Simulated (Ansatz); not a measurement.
# Squeezing and shearing glassy 79SiO2-7BaO-7CaO-7Na2O (mol %) (166 atoms)

How stiff is glassy 79SiO2-7BaO-7CaO-7Na2O (mol %) (166 atoms)?

Main program and level: Ansatz 0.2.0; Kohn-Sham DFT, LDA, PAW (set soft_2), plane waves.

**1. The starting structure**

The cell holds 166 atoms: 46 Si, 4 Ba, 4 Ca, 8 Na and 104 O. Cell: a = 13.295 Å, b = 13.295 Å, c = 13.295 Å, α = 90.0°, β = 90.0°, γ = 90.0°. 166 atoms (46 Si, 4 Ba, 4 Ca, 8 Na, 104 O) placed at random at 2.6 g/cm³, melted at 4000 K for 10 ps at fixed volume with the Morse and Coulomb pair potential with partial charges (Pedone, Malavasi, Menziani, Cormack and Segre, J. Phys. Chem. B 110, 11780 (2006)). Quenched from 4000 K to 300 K at 50 K/ps and fixed volume, held 10 ps at zero pressure.

What the set-up can't give: The quench rate of 50 K/ps is many orders above laboratory rates, so the cell is likely richer in defects and strain than a real sample. The network of bonds at the start is that of the classical potential that made the cell, and needn't be the one that DFT or experiment would give. Only the Γ point is sampled. The levels lack spin–orbit coupling, which is large for the heavy elements here.

**2. Single point at the start**

The forces at the start show how far the geometry lies from a minimum of this functional.

input.yaml reads:

```yaml
crystal:
  lattice:
    - [13.29459, 0.0, 0.0]
    - [0.0, 13.29459, 0.0]
    - [0.0, 0.0, 13.29459]
  atoms:
    - { symbol: Si, position: [0.41633, 0.44553, 0.58535] }
    - { symbol: Si, position: [0.40864, 0.65011, 0.02211] }
    - { symbol: Si, position: [0.16787, 0.70759, 0.64338] }
    - { symbol: Si, position: [0.39479, 0.33727, 0.07763] }
    - { symbol: Si, position: [0.07318, 0.89984, 0.97043] }
    - { symbol: Si, position: [0.5448, 0.47393, 0.9461] }
    - { symbol: Si, position: [0.73725, 0.31879, 0.50918] }
    - { symbol: Si, position: [0.99772, 0.86494, 0.59101] }
    - { symbol: Si, position: [0.31294, 0.21363, 0.39487] }
    - { symbol: Si, position: [0.53461, 0.71793, 0.73531] }
    - { symbol: Si, position: [0.26132, 0.44537, 0.76485] }
    - { symbol: Si, position: [0.65174, 0.35927, 0.76974] }
    - { symbol: Si, position: [0.42108, 0.03961, 0.72802] }
    - { symbol: Si, position: [0.69452, 0.06484, 0.23391] }
    - { symbol: Si, position: [0.22705, 0.2214, 0.99133] }
    - { symbol: Si, position: [0.73166, 0.14133, 0.01419] }
    - { symbol: Si, position: [0.52478, 0.80637, 0.15903] }
    - { symbol: Si, position: [0.7405, 0.73266, 0.09679] }
    - { symbol: Si, position: [0.29264, 0.45439, 0.39179] }
    - { symbol: Si, position: [0.26778, 0.50863, 0.16162] }
    - { symbol: Si, position: [0.10821, 0.50237, 0.52575] }
    - { symbol: Si, position: [0.92716, 0.07887, 0.89058] }
    - { symbol: Si, position: [0.48809, 0.23546, 0.6487] }
    - { symbol: Si, position: [0.16352, 0.18233, 0.21834] }
    - { symbol: Si, position: [0.83504, 0.32988, 0.10567] }
    - { symbol: Si, position: [0.66966, 0.84304, 0.8907] }
    - { symbol: Si, position: [0.55781, 0.04588, 0.9155] }
    - { symbol: Si, position: [0.89357, 0.47226, 0.4203] }
    - { symbol: Si, position: [0.00955, 0.30398, 0.94438] }
    - { symbol: Si, position: [0.4831, 0.88617, 0.55986] }
    - { symbol: Si, position: [0.72482, 0.63291, 0.43811] }
    - { symbol: Si, position: [0.48047, 0.18701, 0.24504] }
    [... 128 atom lines left out ...]
    - { symbol: O, position: [0.93225, 0.33972, 0.03338] }
    - { symbol: O, position: [0.8898, 0.2845, 0.20568] }
    - { symbol: O, position: [0.04129, 0.17339, 0.64463] }
    - { symbol: O, position: [0.43663, 0.19457, 0.35959] }
    - { symbol: O, position: [0.9149, 0.9952, 0.16796] }
    - { symbol: O, position: [0.50481, 0.91315, 0.11182] }
kpoints:
  mp_grid: { grid: [1, 1, 1] }
hamiltonian:
  xc: lda
scf:
  occupations: { method: fermi_dirac, width: 0.025 }
output:
  forces: true
```

On the command line:

```bash
$ ansatz run input.yaml --threads 4 --pin off --max-ram 8192MiB --backend cpu --events-out ev --progress --plain --runs-dir out
```

Numbers of over 12 decimals in the logs are rounded to 6 here.

The log of the run:

```text
Engine: ansatz 0.2.0, aarch64-unknown-linux-gnu
Pseudopotentials: kind: paw
Pseudopotential: Si, paw, valence charge 4, recommended cutoff 420 eV (normal), Si.paw.azcp
Pseudopotential: Ba, paw, valence charge 10, recommended cutoff 420 eV (normal), Ba.paw.azcp
Pseudopotential: Ca, paw, valence charge 10, recommended cutoff 420 eV (normal), Ca.paw.azcp
Pseudopotential: Na, paw, valence charge 9, recommended cutoff 420 eV (normal), Na.paw.azcp
Pseudopotential: O, paw, valence charge 6, recommended cutoff 420 eV (normal), O.paw.azcp
[... 3 lines on functional and potentials left out ...]
Crystal: 166 atoms, lattice volume = 2349.767 Å³
Basis set: ecut = 420 eV, 45961 PW (Γ)
Bands: 646, of which v1, the nominal top of the filled ones, is band 480 counted from 1 (479 counted from 0)
Symmetry: 1 space group operations
Space group: P1 (ITA 1), of the structure as read, at distance tolerance 1.3e-4 Å
k-points: 1
[... 16 lines on functional and potentials left out ...]
Initial density: superposition of atomic densities (neutral atoms: chi_scale 0, normalization atom), corrected by the library's trained network
Initial wavefunctions: pseudopotential atomic-orbital guess
Functional: x = slater, c = lda
SCF iter   1: F=—  HF=-127870.951515 eV  |F-HF|=—  |Δ(HF+E_count)|=         —  Δρ=1.31e-2  dr2=3.70e0  ethr=1.77e-3  ⟨swp⟩=6.0  Hψ=3086  notcnv=0  defer=152
preconditioner: auto → Resta (q_TF=auto, 2.350 Å⁻¹)  ε∞=3.1  [insulator: Δε(μ)=3.048 eV  Ē_g=16.008 eV  σ=0.025 eV  W_gap=1.00  n_scr=484 (ndim 8)  ℏωp=23.3 eV  f_vac=0.161  D(μ)=0.00/eV (n_scr^D=0)  ε∞_Penn≈3.1]
SCF iter   2: F=—  HF=-127869.918766 eV  |F-HF|=—  |Δ(HF+E_count)|=    1.03e0  Δρ=3.82e-3  dr2=1.69e-1  ethr=3.85e-4  ⟨swp⟩=2.0  Hψ=1090  notcnv=0  defer=162
SCF iter   3: F=—  HF=-127869.874093 eV  |F-HF|=—  |Δ(HF+E_count)|=   4.47e-2  Δρ=1.65e-3  dr2=5.53e-2  ethr=1.76e-5  ⟨swp⟩=2.0  Hψ=835  notcnv=0  defer=72
automatic band count: iteration 3 solves 556 bands in place of 646: the levels show a gap, and the empty bands left out lie too high to hold charge; the band table lists the bands solved (type scf.n_extra_bands for more)
SCF iter   4: F=—  HF=-127869.864191 eV  |F-HF|=—  |Δ(HF+E_count)|=   9.90e-3  Δρ=1.15e-3  dr2=2.79e-2  ethr=5.76e-6  ⟨swp⟩=2.0  Hψ=830  notcnv=0  defer=72
SCF iter   5: F=—  HF=-127869.856822 eV  |F-HF|=—  |Δ(HF+E_count)|=   7.37e-3  Δρ=2.01e-4  dr2=1.55e-3  ethr=2.90e-6  ⟨swp⟩=2.0  Hψ=830  notcnv=0  defer=72
SCF iter   6: F=—  HF=-127869.856678 eV  |F-HF|=—  |Δ(HF+E_count)|=   1.44e-4  Δρ=8.56e-5  dr2=1.91e-4  ethr=1.61e-7  ⟨swp⟩=2.0  Hψ=964  notcnv=0  defer=72
SCF iter   7: F=—  HF=-127869.856719 eV  |F-HF|=—  |Δ(HF+E_count)|=   4.10e-5  Δρ=3.69e-5  dr2=3.01e-5  ethr=1.99e-8  ⟨swp⟩=2.0  Hψ=948  notcnv=0  defer=72
SCF iter   8: F=—  HF=-127869.857329 eV  |F-HF|=—  |Δ(HF+E_count)|=   6.10e-4  Δρ=9.13e-6  dr2=2.49e-6  ethr=3.13e-9  ⟨swp⟩=2.0  Hψ=1020  notcnv=0  defer=72
SCF iter   9: F=—  HF=-127869.857331 eV  |F-HF|=—  |Δ(HF+E_count)|=   1.86e-6  Δρ=5.88e-6  dr2=7.38e-7  ethr=2.59e-10  ⟨swp⟩=2.0  Hψ=942  notcnv=0  defer=72
SCF iter  10: F=—  HF=-127869.857331 eV  |F-HF|=—  |Δ(HF+E_count)|=   1.32e-7  Δρ=2.27e-6  dr2=1.31e-7  ethr=7.69e-11  ⟨swp⟩=3.0  Hψ=919  notcnv=0  defer=72
SCF iter  11: F=-127869.857331 eV  HF=-127869.857331 eV  |F-HF|=8.35e-9  |Δ(HF+E_count)|=   4.14e-8  Δρ=5.81e-7  dr2=1.20e-8  ethr=1.04e-11  ⟨swp⟩=4.0  Hψ=1580  notcnv=0
SCF 1 converged in 11 iterations: F = -127869.857331 eV  dr2 = 1.20e-8
  greatest PAW one-centre occupation: 0.999 electrons in one spin orbital (limit 2), on the Na atom at site 57 (counted from 0), in its partial waves of l = 0
SCF converged after 11 iterations
Free energy (F): -127869.857331 eV
Harris-Foulkes:  -127869.857331 eV  (|F-HF|=8.35e-9)
Internal energy: -127869.857331 eV  (E = F + TS)
E sigma→0 (E₀):  -127869.857331 eV
Fermi energy:    5.353105 eV
--- Per-component energies (eV) ---
  E_band       = -6094.005569
  E_kinetic    = 23281.763053
  E_local      = -70864.056397  (includes V_loc(G=0)·N_el)
  E_nonlocal   = 7823.071184
  E_hartree    = 26036.100926
  E_xc         = -11639.600938
  E_vxc        = -13573.210483  (∫ρ·V_xc dr)
  E_paw        = -63234.377083  (= ΣΔE_a)
  E_vpaw       = -4834.050392  (= ΣTr[D̂ρ^β])
  E_aug_tail   = 0.271427  (compensation charges beyond the density's cutoff)
  E_ewald      = -39290.378397
  E_core_change = 17.348894  (= ΣΔE_core)
  E_smearing   = -0.000000  (= −TS)
  E_closure    = -0.000000  (closes the sum)
  Σ components = -127869.857331   (vs F -127869.857331, Δ=0.00e0)
--- Forces (eV/Å), atoms counted from 1 ---
  atom   1  Si    -1.93556554    -2.29811965     0.07413031
  atom   2  Si    -0.02382761    -1.66777655    -0.36681953
  atom   3  Si     1.70976344    -0.71581970    -1.32828405
  atom   4  Si     0.69113604    -1.00168713    -2.21238401
  atom   5  Si    -2.42469516     3.27373550     0.74325608
  atom   6  Si    -1.37094379    -0.95376251     2.53015426
  atom   7  Si     0.10975626     0.58612988     1.83564158
  atom   8  Si     2.07609011    -0.56241835     1.20423226
  atom   9  Si     0.10815233     2.56625175    -1.92287459
  atom  10  Si    -1.36336135     2.90824123     1.00680157
  atom  11  Si     2.26831577     0.44059064    -0.76704611
  atom  12  Si    -2.82206294    -1.32561348     1.17456585
  atom  13  Si     0.61315989     0.64025355     2.03780670
  atom  14  Si    -2.04281826     3.64951489    -1.05981472
[...]
atom 165  O      1.47091667    -0.58219430     1.11348403
  atom 166  O      0.83238214     1.83020132    -1.00232609
  max |Σ_I F_I| component: 2.79e-4 eV/Å
```

The job ended after 46 s (4 threads of Arm Neoverse V2, shared host; peak memory 3.6 GiB; 3 min of CPU time).

The r.m.s. force at the start is 1.2 eV/Å.

**3. Cell and atoms relaxed**

The cell is relaxed with the atoms, since the starting lattice needn't suit this functional.

input.yaml reads:

```yaml
crystal:
  lattice:
    - [13.29459, 0.0, 0.0]
    - [0.0, 13.29459, 0.0]
    - [0.0, 0.0, 13.29459]
  atoms:
    [... the 166 atom lines of step 2 ...]
kpoints:
  mp_grid: { grid: [1, 1, 1] }
hamiltonian:
  xc: lda
scf:
  occupations: { method: fermi_dirac, width: 0.025 }
output:
  forces: true
relax:
  f_tol: 0.05
  max_steps: 150
  cell: {}
```

The log of the run:

```text
[...]
Crystal: 166 atoms, lattice volume = 2349.767 Å³
Basis set: ecut = 420 eV, 45961 PW (Γ)
Bands: 646, of which v1, the nominal top of the filled ones, is band 480 counted from 1 (479 counted from 0)
Symmetry: 1 space group operations
[...]
k-points: 1
[...]
SCF iter   1: F=—  HF=-127870.951517 eV  |F-HF|=—  |Δ(HF+E_count)|=         —  Δρ=1.31e-2  dr2=3.70e0  ethr=1.77e-3  ⟨swp⟩=6.0  Hψ=3086  notcnv=0  defer=152
[...]
SCF iter  11: F=-127869.857331 eV  HF=-127869.857331 eV  |F-HF|=8.38e-9  |Δ(HF+E_count)|=   4.04e-8  Δρ=5.83e-7  dr2=1.19e-8  ethr=1.04e-11  ⟨swp⟩=4.0  Hψ=1621  notcnv=0
SCF 1 converged in 11 iterations: F = -127869.857331 eV  dr2 = 1.19e-8
[...]
relax step   1: F+E_penalty+E_count = -127869.85733096 eV  Δ(F+E_penalty+E_count) = +0.000e0 eV  max|allowed force component| = 3.686e0 eV/Å  Δτ_max = 0.0000 Å  P = -0.765 GPa  Ω = 2349.767 Å³  (11 SCF iters, dr2 threshold 1.00e-7 eV, accepted)
[... from here on, the SCF cycles and remarks between the steps are left out ...]
relax step   2: F+E_penalty+E_count = -127876.45264751 eV  Δ(F+E_penalty+E_count) = -6.595e0 eV  max|allowed force component| = 2.536e0 eV/Å  Δτ_max = 0.1977 Å  P = -0.226 GPa  Ω = 2308.455 Å³  energy of the carried Pulay correction = +1.823e-1 eV  (8 SCF iters, dr2 threshold 1.66e-5 eV, accepted)
relax step   3: F+E_penalty+E_count = -127881.75219723 eV  Δ(F+E_penalty+E_count) = -5.300e0 eV  max|allowed force component| = 1.892e0 eV/Å  Δτ_max = 0.1975 Å  P = +0.880 GPa  Ω = 2244.308 Å³  energy of the carried Pulay correction = +4.719e-1 eV  (8 SCF iters, dr2 threshold 1.66e-5 eV, accepted)
relax step   4: F+E_penalty+E_count = -127882.79959886 eV  Δ(F+E_penalty+E_count) = -1.047e0 eV  max|allowed force component| = 6.742e-1 eV/Å  Δτ_max = 0.1949 Å  P = +0.178 GPa  Ω = 2246.340 Å³  energy of the carried Pulay correction = +4.626e-1 eV  (7 SCF iters, dr2 threshold 1.66e-5 eV, accepted)
relax step   5: F+E_penalty+E_count = -127883.88077310 eV  Δ(F+E_penalty+E_count) = -1.081e0 eV  max|allowed force component| = 9.432e-1 eV/Å  Δτ_max = 0.2000 Å  P = +0.067 GPa  Ω = 2235.349 Å³  energy of the carried Pulay correction = +5.130e-1 eV  (7 SCF iters, dr2 threshold 1.66e-5 eV, accepted)
relax step   6: F+E_penalty+E_count = -127884.47854328 eV  Δ(F+E_penalty+E_count) = -5.978e-1 eV  max|allowed force component| = 1.076e0 eV/Å  Δτ_max = 0.1950 Å  P = -0.204 GPa  Ω = 2226.563 Å³  energy of the carried Pulay correction = +5.535e-1 eV  (7 SCF iters, dr2 threshold 1.66e-5 eV, accepted)
relax step   7: F+E_penalty+E_count = -127884.82964823 eV  Δ(F+E_penalty+E_count) = -3.511e-1 eV  max|allowed force component| = 1.005e0 eV/Å  Δτ_max = 0.2000 Å  P = -0.162 GPa  Ω = 2221.358 Å³  energy of the carried Pulay correction = +5.775e-1 eV  (7 SCF iters, dr2 threshold 1.66e-5 eV, accepted)
relax step   8: F+E_penalty+E_count = -127885.26739556 eV  Δ(F+E_penalty+E_count) = -4.377e-1 eV  max|allowed force component| = 4.076e-1 eV/Å  Δτ_max = 0.1951 Å  P = -0.044 GPa  Ω = 2216.938 Å³  energy of the carried Pulay correction = +5.980e-1 eV  (7 SCF iters, dr2 threshold 1.66e-5 eV, accepted)
relax step   9: F+E_penalty+E_count = -127885.35242742 eV  Δ(F+E_penalty+E_count) = -8.503e-2 eV  max|allowed force component| = 9.142e-1 eV/Å  Δτ_max = 0.1782 Å  P = +0.123 GPa  Ω = 2218.403 Å³  energy of the carried Pulay correction = +5.912e-1 eV  (7 SCF iters, dr2 threshold 1.04e-5 eV, accepted)
relax step  10: F+E_penalty+E_count = -127885.42580821 eV  Δ(F+E_penalty+E_count) = -7.338e-2 eV  max|allowed force component| = 6.346e-1 eV/Å  Δτ_max = 0.1074 Å  P = +0.114 GPa  Ω = 2221.656 Å³  energy of the carried Pulay correction = +5.761e-1 eV  (7 SCF iters, dr2 threshold 1.66e-5 eV, accepted)
relax step  11: F+E_penalty+E_count = -127885.62924991 eV  Δ(F+E_penalty+E_count) = -2.034e-1 eV  max|allowed force component| = 2.221e-1 eV/Å  Δτ_max = 0.2000 Å  P = -0.007 GPa  Ω = 2218.311 Å³  energy of the carried Pulay correction = +5.916e-1 eV  (7 SCF iters, dr2 threshold 1.66e-5 eV, accepted)
relax step  12: F+E_penalty+E_count = -127885.72407253 eV  Δ(F+E_penalty+E_count) = -9.482e-2 eV  max|allowed force component| = 4.160e-1 eV/Å  Δτ_max = 0.1972 Å  P = -0.049 GPa  Ω = 2214.127 Å³  energy of the carried Pulay correction = +6.110e-1 eV  (8 SCF iters, dr2 threshold 3.08e-6 eV, accepted)
relax step  13: F+E_penalty+E_count = -127885.80242418 eV  Δ(F+E_penalty+E_count) = -7.835e-2 eV  max|allowed force component| = 2.726e-1 eV/Å  Δτ_max = 0.0635 Å  P = +0.003 GPa  Ω = 2212.368 Å³  energy of the carried Pulay correction = +6.192e-1 eV  (6 SCF iters, dr2 threshold 1.08e-5 eV, accepted)
relax step  14: F+E_penalty+E_count = -127885.87439770 eV  Δ(F+E_penalty+E_count) = -7.197e-2 eV  max|allowed force component| = 2.240e-1 eV/Å  Δτ_max = 0.0620 Å  P = -0.041 GPa  Ω = 2211.512 Å³  energy of the carried Pulay correction = +6.231e-1 eV  (7 SCF iters, dr2 threshold 4.64e-6 eV, accepted)
[...]
relax step  26: F+E_penalty+E_count = -127886.23834999 eV  Δ(F+E_penalty+E_count) = -9.280e-3 eV  max|allowed force component| = 6.657e-2 eV/Å  Δτ_max = 0.0568 Å  P = +0.018 GPa  Ω = 2198.751 Å³  energy of the carried Pulay correction = +6.826e-1 eV  (7 SCF iters, dr2 threshold 3.27e-7 eV, accepted)
relax step  27: F+E_penalty+E_count = -127886.24084669 eV  Δ(F+E_penalty+E_count) = -2.497e-3 eV  max|allowed force component| = 5.486e-2 eV/Å  Δτ_max = 0.0525 Å  P = -0.016 GPa  Ω = 2199.614 Å³  energy of the carried Pulay correction = +6.785e-1 eV  (7 SCF iters, dr2 threshold 2.77e-7 eV, accepted)
relax step  28: F+E_penalty+E_count = -127886.24429150 eV  Δ(F+E_penalty+E_count) = -3.445e-3 eV  max|allowed force component| = 6.117e-2 eV/Å  Δτ_max = 0.0546 Å  P = -0.010 GPa  Ω = 2200.015 Å³  energy of the carried Pulay correction = +6.767e-1 eV  (7 SCF iters, dr2 threshold 1.88e-7 eV, accepted)
relax step  29: F+E_penalty+E_count = -127886.24803110 eV  Δ(F+E_penalty+E_count) = -3.740e-3 eV  max|allowed force component| = 7.995e-2 eV/Å  Δτ_max = 0.0337 Å  P = +0.022 GPa  Ω = 2199.978 Å³  energy of the carried Pulay correction = +6.768e-1 eV  (7 SCF iters, dr2 threshold 2.34e-7 eV, accepted)
relax step  30: F+E_penalty+E_count = -127886.24991333 eV  Δ(F+E_penalty+E_count) = -1.882e-3 eV  max|allowed force component| = 4.204e-2 eV/Å  Δτ_max = 0.0171 Å  P = +0.013 GPa  Ω = 2200.392 Å³  energy of the carried Pulay correction = +6.749e-1 eV  (7 SCF iters, dr2 threshold 4.00e-7 eV, accepted)
relax step  31: F+E_penalty+E_count = -127885.82051032 eV  Δ(F+E_penalty+E_count) = +4.294e-1 eV  max|allowed force component| = 4.177e-2 eV/Å  Δτ_max = 0.0000 Å  P = -0.340 GPa  Ω = 2200.392 Å³  stress off target by 4.83e-1 GPa  SCF on the basis re-selected at this cell (its energy is not comparable with the rows above)  (7 SCF iters)
relax step  32: F+E_penalty+E_count = -127885.89611568 eV  Δ(F+E_penalty+E_count) = -7.561e-2 eV  max|allowed force component| = 5.431e-2 eV/Å  Δτ_max = 0.0230 Å  P = +0.129 GPa  Ω = 2187.354 Å³  energy of the carried Pulay correction = +6.007e-2 eV  (8 SCF iters, dr2 threshold 5.84e-7 eV, accepted)
relax step  33: F+E_penalty+E_count = -127885.89643448 eV  Δ(F+E_penalty+E_count) = -3.188e-4 eV  max|allowed force component| = 4.168e-2 eV/Å  Δτ_max = 0.0117 Å  P = +0.064 GPa  Ω = 2188.243 Å³  energy of the carried Pulay correction = +5.598e-2 eV  (7 SCF iters, dr2 threshold 1.84e-7 eV, accepted)
relax step  34: F+E_penalty+E_count = -127885.89011411 eV  Δ(F+E_penalty+E_count) = +6.320e-3 eV  max|allowed force component| = 2.731e-1 eV/Å  Δτ_max = 0.2000 Å  P = +0.010 GPa  Ω = 2179.498 Å³  energy of the carried Pulay correction = +9.571e-2 eV  (10 SCF iters, dr2 threshold 1.50e-8 eV, rejected (line search))
relax step  35: F+E_penalty+E_count = -127885.91079787 eV  Δ(F+E_penalty+E_count) = -1.436e-2 eV  max|allowed force component| = 4.650e-2 eV/Å  Δτ_max = 0.0457 Å  P = -0.000 GPa  Ω = 2186.514 Å³  energy of the carried Pulay correction = +6.386e-2 eV  (12 SCF iters, accepted)
relax step  36: F+E_penalty+E_count = -127885.84612095 eV  Δ(F+E_penalty+E_count) = +6.468e-2 eV  max|allowed force component| = 4.648e-2 eV/Å  Δτ_max = 0.0000 Å  P = -0.030 GPa  Ω = 2186.514 Å³  stress off target by 5.91e-2 GPa  SCF on the basis re-selected at this cell (its energy is not comparable with the rows above)  (5 SCF iters)
relax step  37: F+E_penalty+E_count = -127885.85918421 eV  Δ(F+E_penalty+E_count) = -1.306e-2 eV  max|allowed force component| = 4.080e-2 eV/Å  Δτ_max = 0.0183 Å  P = -0.005 GPa  Ω = 2184.055 Å³  energy of the carried Pulay correction = +1.150e-2 eV  (9 SCF iters, dr2 threshold 8.72e-9 eV, accepted)
relax step  38: F+E_penalty+E_count = -127885.84921570 eV  Δ(F+E_penalty+E_count) = +9.969e-3 eV  max|allowed force component| = 4.078e-2 eV/Å  Δτ_max = 0.0000 Å  P = -0.008 GPa  Ω = 2184.055 Å³  stress off target by 1.12e-2 GPa  SCF on the basis re-selected at this cell (its energy is not comparable with the rows above)  (5 SCF iters)
[...]
SCF converged after 5 iterations
Free energy (F): -127885.849216 eV
[...]
Internal energy: -127885.849216 eV  (E = F + TS)
E sigma→0 (E₀):  -127885.849216 eV
Fermi energy:    6.052898 eV
[...]
--- Forces (eV/Å), atoms counted from 1 ---
  atom   1  Si     0.00378788     0.00257246     0.00649938
  atom   2  Si     0.00411696    -0.01280678    -0.00187315
  atom   3  Si    -0.01250842     0.00534634     0.00184871
  atom   4  Si    -0.00437693     0.00309808     0.00240298
  atom   5  Si    -0.00400039    -0.00257940    -0.00058906
  atom   6  Si    -0.00649271     0.00777802     0.00314593
  atom   7  Si     0.00200330     0.00943761    -0.01304828
  atom   8  Si    -0.00785810    -0.00316121    -0.01235141
  atom   9  Si     0.00375469     0.00593581    -0.00297353
  atom  10  Si    -0.00739607     0.00409927     0.00470080
  atom  11  Si    -0.00062779    -0.00976096    -0.00520058
  atom  12  Si    -0.01346817     0.00204596     0.00954173
  atom  13  Si     0.00761736     0.00698888    -0.01184309
  atom  14  Si    -0.01628634     0.01645659     0.00292819
[...]
atom 165  O     -0.00188871    -0.00307211     0.00141664
  atom 166  O      0.00339650    -0.00646594    -0.00071278
  max |Σ_I F_I| component: 2.89e-4 eV/Å
--- Stress (GPa, compression-positive) ---
       -0.005787       0.002538      -0.001671
        0.002538      -0.009555       0.000353
       -0.001671       0.000353      -0.007601
  P = ⅓ Tr σ = -0.0076 GPa (-0.076 kbar)
--- Relaxed structure (35 steps of the walk, 34 accepted, 3 SCFs on fresh bases) ---
  F+E_penalty+E_count = -127885.84921570 eV   max|allowed force component| = 4.078e-2 eV/Å   (the final SCF, on the basis selected at the relaxed cell)
  cell:  # Å, volume = 2184.0553 Å³
    - [12.841863, 0.343850, 0.135678]
    - [0.343850, 12.952989, 0.00410237]
    - [0.135678, 0.00410237, 13.140799]
  atoms:
    - { symbol: Si, position: [0.416507, 0.448064, 0.566836] }
    - { symbol: Si, position: [0.414209, 0.648817, 0.015663] }
    - { symbol: Si, position: [0.177365, 0.695955, 0.645323] }
    - { symbol: Si, position: [0.391216, 0.338894, 0.070210] }
[...]
- { symbol: O, position: [0.518395, 0.932542, 0.113757] }
```

Run time: 27 min. Hardware: 4 threads; peak memory 3.6 GiB.

The relaxation converged after 35 steps, with a largest force component of 0.041 eV/Å.

(Part 1 of 3 ends here.)

[Logs are printed without paths, hosts, clocks, repeated set-up lines and the standing remarks that a program may print on its own settings, such as how far it seeks lower states.]

[Hosts, paths, dates, database ids (printed as entryN), source tags and the programs' standing remarks are cut or masked in the printed files.]
